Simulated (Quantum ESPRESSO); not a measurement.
# CaCo2As2: parallel and opposed starts

Aim: find out which collinear order of CaCo2As2 costs least.

Calculated with Quantum ESPRESSO 7.5; PBEsol; plane waves with GBRV 1.5 PBEsol potentials, no spin-orbit coupling.

### 1. The starting structure

The structure is tetragonal, space group I4/mmm (No. 139). The conventional cell has a = 4.009 Å, b = 4.009 Å, c = 10.094 Å, α = 90.00°, β = 90.00°, γ = 90.00°. Ca has 10 As at 3.15 to 3.67 Å and 8 Co at 3.22 Å nearest. Nearest to Co lie 4 As at 2.31 Å and 4 Co at 2.83 Å and 4 Ca at 3.22 Å. Nearest to As lie 4 Co at 2.31 Å and 5 As at 2.76 to 3.64 Å and 5 Ca at 3.15 to 3.67 Å. Farther neighbours are not listed.

The cell comes from Materials Project 2023-11-01, a database of computed structures, and need not be the stable phase.

### 2. Start 1: ferro ++

The signs are those of the starting moments on the seeded atoms, the atoms that are given a moment.

The input, pw.in:

```
&CONTROL
  calculation = 'scf'
  prefix = 'pwscf'
  outdir = './tmp'
  pseudo_dir = './pseudo'
  disk_io = 'nowf'
/
&SYSTEM
  ibrav = 0
  celldm(1) = 8
  nat = 5
  ntyp = 3
  ecutwfc = 40
  ecutrho = 280
  nbnd = 39
  occupations = 'smearing'
  smearing = 'fd'
  degauss = 0.00734986
  nspin = 2
  starting_magnetization(1) = 0
  starting_magnetization(2) = 0.1176
  starting_magnetization(3) = 0
/
&ELECTRONS
  conv_thr = 1d-08
  electron_maxstep = 150
  mixing_beta = 0.3
/
ATOMIC_SPECIES
Ca     40.0780 ca_pbesol_v1.uspp.F.UPF
Co     58.9332 co_pbesol_v1.2.uspp.F.UPF
As     74.9216 as_pbesol_v1.uspp.F.UPF
CELL_PARAMETERS alat
  -0.4734617648169    0.4734617648169    1.1921829531093
   0.4734617648169   -0.4734617648169    1.1921829531093
   0.4734617648169    0.4734617648169   -1.1921829531093
ATOMIC_POSITIONS crystal
Ca      0.0000000000    0.0000000000    0.0000000000
Co      0.7500000000    0.2500000000    0.5000000000
Co      0.2500000000    0.7500000000    0.5000000000
As      0.3634838400    0.3634838400    0.0000000000
As      0.6365161600    0.6365161600    0.0000000000
K_POINTS automatic
14 14 14 0 0 0
```

Launch:

```sh
$ OMP_NUM_THREADS=1 mpirun -n 4 pw.x -nk 4 -in pw.in > pw.out
```

Log:

```text
Program PWSCF v.7.5 starts

     Message from routine setup:
     using ibrav=0 with symmetry is DISCOURAGED, use correct ibrav instead

     K-points division:     npool     =       4
     Subspace diagonalization in iterative solution of the eigenvalue problem:

     G-vector sticks info
     --------------------
     sticks:   dense  smooth     PW     G-vecs:    dense   smooth      PW
     Sum        2279    1295    463                43251    18675    3975

     Using Slab Decomposition

     bravais-lattice index     =            0
     lattice parameter (alat)  =       8.0000  a.u.
     unit-cell volume          =     547.3217 (a.u.)^3
     number of atoms/cell      =            5
     number of atomic types    =            3
     number of electrons       =        54.00
     number of Kohn-Sham states=           39
     kinetic-energy cutoff     =      40.0000  Ry
     charge density cutoff     =     280.0000  Ry
     scf convergence threshold =      1.0E-08
     mixing beta               =       0.3000
     number of iterations used =            8  plain     mixing
     Exchange-correlation= SLA  PW   PSX  PSC
                           (   1   4  10   8   0   0   0)

     celldm(1)=   8.000000  celldm(2)=   0.000000  celldm(3)=   0.000000
     celldm(4)=   0.000000  celldm(5)=   0.000000  celldm(6)=   0.000000

     crystal axes: (cart. coord. in units of alat)
               a(1) = (  -0.473462   0.473462   1.192183 )
               a(2) = (   0.473462  -0.473462   1.192183 )
               a(3) = (   0.473462   0.473462  -1.192183 )

     reciprocal axes: (cart. coord. in units 2 pi/alat)
               b(1) = (  0.000000  1.056051  0.419399 )
               b(2) = (  1.056051  0.000000  0.419399 )
               b(3) = (  1.056051  1.056051  0.000000 )

     PseudoPot. # 1 for Ca read from file:
     ca_pbesol_v1.uspp.F.UPF
     Pseudo is Ultrasoft + core correction, Zval = 10.0
     Generated by new atomic code, or converted to UPF format
     Using radial grid of  845 points,  6 beta functions with:
                l(1) =   0
                l(2) =   0
                l(3) =   1
                l(4) =   1
                l(5) =   2
                l(6) =   2
     Q(r) pseudized with  8 coefficients,  rinner =    1.500   1.500   1.500
                                                       1.500   1.500

     PseudoPot. # 2 for Co read from file:
     co_pbesol_v1.2.uspp.F.UPF
     Pseudo is Ultrasoft + core correction, Zval = 17.0
     Generated by new atomic code, or converted to UPF format
     Using radial grid of  863 points,  6 beta functions with:
                l(1) =   0
                l(2) =   0
                l(3) =   1
                l(4) =   1
                l(5) =   2
                l(6) =   2
     Q(r) pseudized with  8 coefficients,  rinner =    1.200   1.200   1.200
                                                       1.200   1.200

     PseudoPot. # 3 for As read from file:
     as_pbesol_v1.uspp.F.UPF
     Pseudo is Ultrasoft + core correction, Zval =  5.0
     Generated by new atomic code, or converted to UPF format
     Using radial grid of  875 points,  6 beta functions with:
                l(1) =   0
                l(2) =   0
                l(3) =   1
                l(4) =   1
                l(5) =   2
                l(6) =   2
     Q(r) pseudized with  8 coefficients,  rinner =    1.300   1.300   1.300
                                                       1.300   1.300

     atomic species   valence    mass     pseudopotential
     Ca               10.00    40.07800     Ca( 1.00)
     Co               17.00    58.93320     Co( 1.00)
     As                5.00    74.92160     As( 1.00)

     Starting magnetic structure
     atomic species   magnetization
     Ca              0.000
     Co              0.118
     As              0.000

     16 Sym. Ops., with inversion, found

   Cartesian axes

     site n.     atom                  positions (alat units)
         1        Ca     tau(   1) = (   0.0000000   0.0000000   0.0000000  )
         2        Co     tau(   2) = (  -0.0000000   0.4734618   0.5960915  )
         3        Co     tau(   3) = (   0.4734618  -0.0000000   0.5960915  )
         4        As     tau(   4) = (  -0.0000000  -0.0000000   0.8666785  )
         5        As     tau(   5) = (  -0.0000000  -0.0000000   1.5176874  )

     number of k points=   244  Fermi-Dirac smearing, width (Ry)=  0.0073

     Number of k-points >= 100: set verbosity='high' to print them.

     Dense  grid:    43251 G-vectors     FFT dimensions: (  60,  60,  60)

     Smooth grid:    18675 G-vectors     FFT dimensions: (  45,  45,  45)

     Check: negative core charge=   -0.000014
     Generating pointlists ...
     new r_m :   0.3071 (alat units)  2.4569 (a.u.) for type    1
     new r_m :   0.2249 (alat units)  1.7996 (a.u.) for type    2
     new r_m :   0.2249 (alat units)  1.7996 (a.u.) for type    3

     Initial potential from superposition of free atoms

     starting charge      51.9943, renormalised to      54.0000
     Starting wfcs are   44 randomized atomic wfcs

     Self-consistent Calculation

     iteration #  1     ecut=    40.00 Ry     beta= 0.30
     Davidson diagonalization with overlap
     ethr =  1.00E-02,  avg # of iterations =  3.8

     total energy              =    -743.58486107 Ry
     estimated scf accuracy    <      21.21272427 Ry

     total magnetization       =     2.28 Bohr mag/cell
     absolute magnetization    =     2.79 Bohr mag/cell

     iteration #  2     ecut=    40.00 Ry     beta= 0.30
     Davidson diagonalization with overlap
     ethr =  1.00E-02,  avg # of iterations =  3.0

     total energy              =    -750.49234234 Ry
     estimated scf accuracy    <      27.79110255 Ry

     total magnetization       =     0.16 Bohr mag/cell
     absolute magnetization    =     0.22 Bohr mag/cell

     iteration #  3     ecut=    40.00 Ry     beta= 0.30
     Davidson diagonalization with overlap
     ethr =  1.00E-02,  avg # of iterations =  2.0

     total energy              =    -751.11935561 Ry
     estimated scf accuracy    <       3.52824112 Ry

     total magnetization       =     0.83 Bohr mag/cell
     absolute magnetization    =     0.99 Bohr mag/cell

     [... further iterations left out ...]

     iteration # 15     ecut=    40.00 Ry     beta= 0.30
     Davidson diagonalization with overlap
     ethr =  4.85E-09,  avg # of iterations =  3.5

     total energy              =    -751.58149263 Ry
     estimated scf accuracy    <       0.00000039 Ry

     total magnetization       =     1.31 Bohr mag/cell
     absolute magnetization    =     1.44 Bohr mag/cell

     iteration # 16     ecut=    40.00 Ry     beta= 0.30
     Davidson diagonalization with overlap
     ethr =  7.30E-10,  avg # of iterations =  3.2

     total energy              =    -751.58149275 Ry
     estimated scf accuracy    <       0.00000024 Ry

     total magnetization       =     1.31 Bohr mag/cell
     absolute magnetization    =     1.44 Bohr mag/cell

     iteration # 17     ecut=    40.00 Ry     beta= 0.30
     Davidson diagonalization with overlap
     ethr =  4.40E-10,  avg # of iterations =  1.5

     total energy              =    -751.58149278 Ry
     estimated scf accuracy    <       0.00000001 Ry

     total magnetization       =     1.31 Bohr mag/cell
     absolute magnetization    =     1.44 Bohr mag/cell

     iteration # 18     ecut=    40.00 Ry     beta= 0.30
     Davidson diagonalization with overlap
     ethr =  1.94E-11,  avg # of iterations =  3.8

     Magnetic moment per site  (integrated on atomic sphere of radius R)
     atom   1 (R=0.307)  charge=  8.5750  magn=  0.0078
     atom   2 (R=0.225)  charge= 15.2842  magn=  0.6477
     atom   3 (R=0.225)  charge= 15.2842  magn=  0.6477
     atom   4 (R=0.225)  charge=  2.3848  magn=  0.0016
     atom   5 (R=0.225)  charge=  2.3848  magn=  0.0016

     End of self-consistent calculation

     Number of k-points >= 100: set verbosity='high' to print the bands.

     the Fermi energy is    12.0497 ev

!    total energy              =    -751.58149278 Ry
     estimated scf accuracy    <          1.6E-09 Ry
     smearing contrib. (-TS)   =      -0.00743807 Ry
     internal energy E=F+TS    =    -751.57405471 Ry

     The total energy is F=E-TS. E is the sum of the following terms:
     one-electron contribution =    -528.13089166 Ry
     hartree contribution      =     288.42382256 Ry
     xc contribution           =    -139.44422129 Ry
     ewald contribution        =    -372.42276433 Ry

     total magnetization       =     1.31 Bohr mag/cell
     absolute magnetization    =     1.44 Bohr mag/cell

     convergence has been achieved in  18 iterations

=------------------------------------------------------------------------------=
   JOB DONE.
=------------------------------------------------------------------------------=
```

It took 12 min on 4 MPI ranks of Intel Xeon at 2.70GHz, shared host; peak memory 1.2 GiB; 48 min of CPU time.

Spin moment in the atom's sphere by atom:

```csv
atom,spin moment in the atom's sphere (μB)
Ca1,0.008
Co2,0.648
Co3,0.648
As4,0.002
As5,0.002
```

Read from the output:

```yaml
smearing_term_ts: 0.1012 eV
magnetization: 1.311 μB
absolute_magnetization: 1.439 μB
final_state: ferromagnetic
```

### 3. Run 2 (antiferro q=(0,1/2,0) +−+−)

The cell is doubled to 10 atoms to hold this order. The wavevector q is in fractions of the reciprocal vectors of the crystal's primitive cell, as the cells of these inputs are built from it; moments change sign between cells as cos(2π q·R).

The input, pw.in:

```
&CONTROL
  calculation = 'scf'
  prefix = 'pwscf'
  outdir = './tmp'
  pseudo_dir = './pseudo'
  disk_io = 'nowf'
/
&SYSTEM
  ibrav = 0
  celldm(1) = 8
  nat = 10
  ntyp = 4
  ecutwfc = 40
  ecutrho = 280
  nbnd = 69
  occupations = 'smearing'
  smearing = 'fd'
  degauss = 0.00734986
  nspin = 2
  starting_magnetization(1) = 0
  starting_magnetization(2) = 0.1176
  starting_magnetization(3) = -0.1176
  starting_magnetization(4) = 0
/
&ELECTRONS
  conv_thr = 2d-08
  electron_maxstep = 150
  mixing_beta = 0.3
/
ATOMIC_SPECIES
Ca     40.0780 ca_pbesol_v1.uspp.F.UPF
Co1    58.9332 co_pbesol_v1.2.uspp.F.UPF
Co2    58.9332 co_pbesol_v1.2.uspp.F.UPF
As     74.9216 as_pbesol_v1.uspp.F.UPF
CELL_PARAMETERS alat
  -0.4734617648169    0.4734617648169    1.1921829531093
   0.9469235296337   -0.9469235296337    2.3843659062187
   0.4734617648169    0.4734617648169   -1.1921829531093
ATOMIC_POSITIONS crystal
Ca      0.0000000000    0.0000000000    0.0000000000
Ca      0.0000000000    0.5000000000    0.0000000000
Co1     0.7500000000    0.1250000000    0.5000000000
Co2     0.7500000000    0.6250000000    0.5000000000
Co1     0.2500000000    0.3750000000    0.5000000000
Co2     0.2500000000    0.8750000000    0.5000000000
As      0.3634838400    0.1817419200    0.0000000000
As      0.3634838400    0.6817419200    0.0000000000
As      0.6365161600    0.3182580800    0.0000000000
As      0.6365161600    0.8182580800    0.0000000000
K_POINTS automatic
14 7 14 0 0 0
```

Log:

```text
     [... lines left out ...]
Program PWSCF v.7.5 starts
     [... lines left out ...]
     number of atoms/cell      =           10
     [... lines left out ...]
     number of electrons       =       108.00
     number of Kohn-Sham states=           69
     kinetic-energy cutoff     =      40.0000  Ry
     charge density cutoff     =     280.0000  Ry
     scf convergence threshold =      2.0E-08
     [... lines left out ...]
      4 Sym. Ops., with inversion, found ( 2 have fractional translation)
     [... lines left out ...]
     number of k points=   372  Fermi-Dirac smearing, width (Ry)=  0.0073
     [... lines left out ...]
     iteration # 26     ecut=    40.00 Ry     beta= 0.30
     [... lines left out ...]
[key lines of the parts left out:]
total energy              =   -1503.15646037 Ry
total magnetization       =    -0.00 Bohr mag/cell
```

The job ended after 1.5 h (4 MPI ranks; peak memory 4.6 GiB).

Residual by cycle:

cycle, log10 residual and a bar from the least value:
```
        1        2.7 ##############################
        3        1.9 ###########################
        5        1.5 #########################
        8        0.1 ####################
       10        0.2 #####################
       12       -1.3 ###############
       14       -2.1 ############
       16       -2.5 ###########
       18       -2.5 ###########
       21       -3.8 ######
       23       -4.0 #####
       25       -5.4
```

The run was cut off at its time limit.

After 25 cycles the residual stands at 4.1e-6.

### 4. Summary of results

```
state of the parallel start : ferromagnetic (from ferro ++)
largest site moment         : 0.648 μB
```

What this shows: No opposed start converged, so the orders are not ranked. Energies are free energies at an electronic temperature of 1160 K, which lowers moments and differences where the moments are itinerant.

[Logs and program files are shortened in this print: banners, set-up blocks, solver, clock and traceback lines can be left out without a mark of their own.]

[Logs are printed without paths, hosts, clocks, repeated set-up lines and the standing remarks that a program may print on its own settings, such as how far it seeks lower states.]

[Hosts, paths, dates, database ids (printed as entryN), source tags and the programs' standing remarks are cut or masked in the printed files.]

[Where a cell is said to come from a database of computed structures, the database is the Materials Project.]
